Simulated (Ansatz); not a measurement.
**GdP (Fm-3m): from the cell to its phonons**

Aim: the phonons of GdP (Fm-3m) at a cell relaxed beforehand at this level. After the zone centre comes a 4×4×4 q mesh on a 12×12×12 k mesh.

Calculated with Ansatz 0.2.0; DFT PBEsol+U, scalar-relativistic, plane waves, PAW.

## (1) Set-up

The structure is cubic, space group Fm-3m (No. 225). The conventional cell has a = 5.665 Å, b = 5.665 Å, c = 5.665 Å, α = 90.00°, β = 90.00°, γ = 90.00°. Nearest to Gd lie 6 P at 2.83 Å. Nearest to P lie 6 Gd at 2.83 Å. Farther neighbours are not listed.

## (2) Linear response at the zone centre

The cell comes from relaxations at this level that are not shown. The zone centre comes first: it holds the modes that light can see, as far as symmetry allows. No field response is asked, since the mesh shows no gap.

File input.yaml:

```yaml
crystal:
  lattice:
    - [0.0, 2.8323918353, 2.8323918353]
    - [2.8323918353, 0.0, 2.8323918353]
    - [2.8323918353, 2.8323918353, 0.0]
  atoms:
    - { symbol: Gd, position: [0.0, 0.0, 0.0], spin: 7.7 }
    - { symbol: P, position: [0.5, 0.5, 0.5] }
kpoints:
  mp_grid: { grid: [12, 12, 12] }
hamiltonian:
  xc: pbesol
  hubbard: { sites: [{ species: Gd, l: f, u_eff: 6.0 }] }
scf:
  occupations: { method: gaussian, width: 0.15 }
  convergence: { dr2_threshold: 1.0e-10 }
output:
  eigenvalues: true
  populations: true
magnetization:
  spin_polarized: true
phonons:
  method: dfpt
```

Run with:

```
> ansatz run input.yaml --threads 8 --pin off --max-ram 14336MiB --backend cpu --events-out ev --progress --plain --runs-dir out
```

Numbers of over 12 decimals in the logs are rounded to 6 here.

Log:

```text
Gd: projections on atomic orbitals take those of the free atom [Kr 4d10] 4f7 5s2 5p6 5d1 6s2, of charge +0.00 (hamiltonian.pseudopotentials.projection_atoms); the dataset's partial waves leave at most 2.5e-4 of an orbital's norm unspanned inside its sphere
P: projections on atomic orbitals take those of the free atom [Ne] 3s2 3p3, of charge +0.00 (hamiltonian.pseudopotentials.projection_atoms); the dataset's partial waves leave at most 1.0e-7 of an orbital's norm unspanned inside its sphere
Engine: ansatz 0.2.0, x86_64-unknown-linux-gnu
Pseudopotentials: kind: paw
Pseudopotential: Gd, paw, valence charge 18, recommended cutoff 420 eV (normal), Gd.paw.azcp
Pseudopotential: P, paw, valence charge 5, recommended cutoff 420 eV (normal), P.paw.azcp
Functional definition: PBEsol
  exchange = pbesol_x
  correlation = pbesol_c
Crystal: 2 atoms, lattice volume = 45.445 Å³
Basis set: ecut = 420 eV, 893 PW (Γ), exchange–correlation on 54×54×54 points (8 copies of the dense FFT grid, shifted against one another)
Bands: 20, of which v1, the nominal top of the filled ones, is band 12 counted from 1 (11 counted from 0)
Symmetry: 48 space group operations
Space group: Fm-3m (ITA 225), of the structure as read, at distance tolerance 3.6e-5 Å
Magnetic group: BNS 225.116 (UNI 1618), of the structure as read, at distance tolerance 3.6e-5 Å
k-points: 72 of 1728
Non-local potential: Gd, projectors of the file, l = 0: 3, l = 1: 2, l = 2: 2, l = 3: 3
Non-local potential: P, projectors of the file, l = 0: 2, l = 1: 2, l = 2: 2
PAW form: soft (Blöchl's): semilocal exchange-correlation on the pseudo side does not see the compensation charge
PAW frozen core: Gd, regenerated for the run's functional, and the local potential with it (the file was generated under x = pbe(κ = 0.804, μ = 0.219515), c = pbe(β = 0.066725))
PAW frozen core: P, regenerated for the run's functional, and the local potential with it (the file was generated under x = pbe(κ = 0.804, μ = 0.219515), c = pbe(β = 0.066725))
PAW one-centre angular grid: Gd, 590 points (default); XC on 64 Gauss nodes
PAW one-centre angular grid: P, 110 points (default); XC on 64 Gauss nodes
Initial density: superposition of atomic densities (chi_scale 0.1, normalization cell, long waves kept (reshape's long-wave potential 0.00 eV rms))
Starting moments: Σ|m| = 7.7 μB on 1 of 2 sites
Initial wavefunctions: pseudopotential atomic-orbital guess
Functional: x = pbesol(κ = 0.804, μ = 0.123457), c = pbesol(β = 0.046)
SCF 1 converged in 12 iterations: F = -9971.109694 eV  dr2 = 3.83e-12
  greatest PAW one-centre occupation: 0.998 electrons in one spin orbital (limit 2), on the Gd atom at site 0 (counted from 0), in its partial waves of l = 0
k-points: 163 of 1728 (irreducible under 8 space group operations, time reversal used)
Initial density: read from a saved state, or passed on in memory by an earlier SCF of this step, an earlier step, the calling program or the single point that the run made first
Stability of the state it starts from, as read at its close in the collinear treatment: not read negative (Ritz values of 1 − χ₀K, real part plus size of imaginary part, from 0.92 to 0.99, by its mixing steps under the symmetry group of the SCF that read it); its run was given moments
Starting moments: Σ|m| = 7.7 μB on 1 of 2 sites; this step starts from the density that it was given
iter 1 solved again at ethr=1.31e-8 eV; its pass at ethr=3.10e-3 eV (dr2=3.00e-6 eV) is discarded
SCF iter   1: F=—  HF=-9971.109693 eV  |F-HF|=—  |Δ(HF+E_count)|=         —  Δρ=5.35e-8 (↑3.66e-8 ↓5.35e-8)  dr2=3.23e-12  dr2_m=3.68e-13  M=7.000 μB ∫|m|=7.213 μB  β_m=0.30  ethr=1.31e-8  ⟨swp⟩=5.1  Hψ=58455  notcnv=0
eigensolver tolerance schedule: the retry pair's looser diagonalisation over-reported the residual by 928597.90 of it (diagonalisation noise at an unbounded share of the residual, at the tolerance the schedule requests for it); recorded, not acted on — ethr = c·dr2/N_el stays at c = 1.0e-1
preconditioner: auto → Kerker (q_TF=auto, 2.436 Å⁻¹)  [metal: Δε(μ)=0.084 eV  Ē_g=14.029 eV  σ=0.150 eV  W_gap=0.29  n_scr=14 (ndim 8)  ℏωp=25.2 eV  f_vac=0.000  D(μ)=0.23/eV (n_scr^D=0)]
spin=Collinear: Kerker preconditioning applied to the charge; magnetization (m = ρ↑ − ρ↓) channel mixes plain (no charge-response kernel on spin).
SCF iter   2: F=—  HF=-9971.109694 eV  |F-HF|=—  |Δ(HF+E_count)|=   4.86e-7  Δρ=3.93e-8 (↑3.93e-8 ↓3.84e-8)  dr2=3.19e-12  dr2_m=5.84e-14  M=7.000 μB ∫|m|=7.213 μB  β_m=0.41  ethr=1.00e-12  ⟨swp⟩=7.3  Hψ=38729  notcnv=0
SCF iter   3: F=-9971.109694 eV  HF=-9971.109694 eV  |F-HF|=1.82e-12  |Δ(HF+E_count)|=  3.64e-12  Δρ=2.82e-8 (↑2.82e-8 ↓2.81e-8)  dr2=1.79e-12  dr2_m=2.98e-14  M=7.000 μB ∫|m|=7.213 μB  ethr=1.00e-12  ⟨swp⟩=3.2  Hψ=20929  notcnv=0
SCF 2 converged in 3 iterations: F = -9971.109694 eV  dr2 = 1.79e-12
DFPT response loops at Γ: preconditioner auto → Kerker (q_TF=auto, 2.436 Å⁻¹) (partly filled bands, converged f_vac=0.000); β = 1.00, the filter's whole step (`scf.mixing.beta` (0.30) is not read by the response loops under this deck's `scf.mixing.preconditioner`; to damp them name `kerker` or `kerker_dos`, under which they read `scf.mixing.beta`, and type it under 1.00, their step now; both keys bind the ground state too); Broyden in place of MSR1
SCF converged after 3 iterations
Magnetization: 7.0003 μB (15.0001 up, 7.9999 down)
Absolute magnetization: 7.2126 μB (∫|ρ↑−ρ↓|, with the PAW one-centre terms)
Spin contamination: 0.0254 ħ² per cell (⟨S²⟩ above its minimum at these occupations)
Per-site moments (μB) at R_I (Å): [(7.000616, 1.168362), (-0.099235, 1.168362)]
Free energy (F): -9971.109694 eV
Harris-Foulkes:  -9971.109694 eV  (|F-HF|=1.82e-12)
Internal energy: -9971.107099 eV  (E = F + TS)
E sigma→0 (E₀):  -9971.108396 eV
Entropy (-TS):   -0.002595 eV (-1.297 meV/atom)
Fermi energy:    11.409322 eV
--- Per-component energies (eV) ---
  E_band       = -30.212131
  E_kinetic    = 476.972230
  E_local      = -2206.031837  (includes V_loc(G=0)·N_el)
  E_nonlocal   = 321.905790
  E_hartree    = 912.366150
  E_xc         = -295.107237
  E_vxc        = -316.245240  (∫ρ·V_xc dr)
  E_hubbard    = 0.097945  (on-site DFT+U / exact-exchange correction)
  E_vhub       = -20.868221  (the Hubbard potential's part of the band-sum identity)
  E_paw        = -6898.996982  (= ΣΔE_a)
  E_vpaw       = -110.677106  (= ΣTr[D̂ρ^β])
  E_aug_tail   = 0.000003  (compensation charges beyond the density's cutoff)
  E_ewald      = -2283.020426
  E_core_change = 0.707267  (= ΣΔE_core)
  E_smearing   = -0.002595  (= −TS)
  E_closure    = 0.000000  (closes the sum)
  Σ components = -9971.109694   (vs F -9971.109694, Δ=0.00e0)
--- Band table (eV; the first three rows and the last of 326) ---
  k-point 0 ↑: bands = [... 8 lower, 4.0659, 4.1509, 4.1509, 4.1509, 12.1279, 12.1279, 12.1279, 12.6037, ... 4 higher]
  k-point 1 ↑: bands = [... 8 lower, 4.0691, 4.1469, 4.1469, 4.1511, 11.3291, 11.5432, 11.5432, 12.7976, ... 4 higher]
  k-point 2 ↑: bands = [... 8 lower, 4.0789, 4.1362, 4.1362, 4.1516, 10.1827, 10.7642, 10.7642, 13.1676, ... 4 higher]
  k-point 162 ↓: bands = [... 8 lower, 14.2718, 14.2718, 15.2820, 15.2854, 15.2854, 15.3614, 15.3798, 15.8263, ... 4 higher]
Occupation matrices written to <dir>
--- Phonons (Γ-DFPT): 2 representative perturbations + reference, on 163 of 1728 k-points (Σ response iterations 21) ---
  k mesh reduced under 8 symmetry operations, with k and −k counted as one. Each operation leaves every solved perturbation unchanged. A smaller set is not considered because the run has a Hubbard term
  ASR residual: 1.248e-5 → 0.000e0 eV/Å²; symmetrization residual: 5.760e-7 eV/Å²
  ASR residual per site (eV/Å²): 1.08e-5 1.25e-5
  Γ frequencies (cm⁻¹): 0.00 0.00 0.00 230.77 230.77 230.77
  non-analytic LO–TO correction: not included (Born effective charges unavailable; polar crystals: no LO–TO splitting at Γ)
--- Löwdin populations: 2 sites ---
  site symbol       q [e]    m [muB]
     0     Gd     17.6519     7.1413
     1      P      5.3094    -0.1429
  spilling = 0.001683 (of n_electrons = 23.000000)
```

The job ended after 29 s (8 threads of AMD EPYC 7R43, shared host; peak memory 1 GiB; 3.1 min of CPU time).

In the SCF lines HF is the Harris–Foulkes energy and dr2 the Hartree energy of the density residual, in eV; the loop may stop once dr2 is under the threshold and the program's other checks hold. Hψ counts applications of the Hamiltonian.

This step gave:

| Item | Value |
| --- | --- |
| magnetization | 7.000 μB |
| absolute magnetization | 7.213 μB |
| site moments | 7.001, -0.09923 μB |
| volume per atom | 22.72 Å³ |
| gap on the k-mesh | 0 eV |
| sum-rule residual before enforcement | 1.25e-5 eV/Å² |
| point group | m-3m |
| highest optical mode at the zone centre (no LO-TO term) | 230.8 cm⁻¹ |
| lowest optical zone-centre mode | 230.8 cm⁻¹ |

Patterns of degenerate modes are one choice out of their space. The modes at Γ (shares of kinetic energy by element, %):

| mode | frequency (cm⁻¹) | symmetry | Gd % | P % |
| --- | --- | --- | --- | --- |
| 1 | 0.0 | acoustic | 84 | 16 |
| 2 | 0.0 | acoustic | 84 | 16 |
| 3 | 0.0 | acoustic | 84 | 16 |
| 4 | 230.8 | T1u | 16 | 84 |
| 5 | 230.8 | T1u | 16 | 84 |
| 6 | 230.8 | T1u | 16 | 84 |

Displacements in mode 5 (230.8 cm⁻¹), the largest set to 1:
```
Gd1 -0.20  0.00  0.00
P2   1.00  0.00  0.00
```

Before it was imposed, the acoustic sum rule was missed by 1.2e-5 eV/Å². Small misses are needed for a sound result but don't prove that mesh and cutoff are converged. The lowest optical mode is real, 231 cm⁻¹.

(Part 1 of 2 ends here.)

[Logs are printed without paths, hosts, clocks, repeated set-up lines and the standing remarks that a program may print on its own settings, such as how far it seeks lower states.]

[Hosts, paths, dates, database ids (printed as entryN), source tags and the programs' standing remarks are cut or masked in the printed files.]
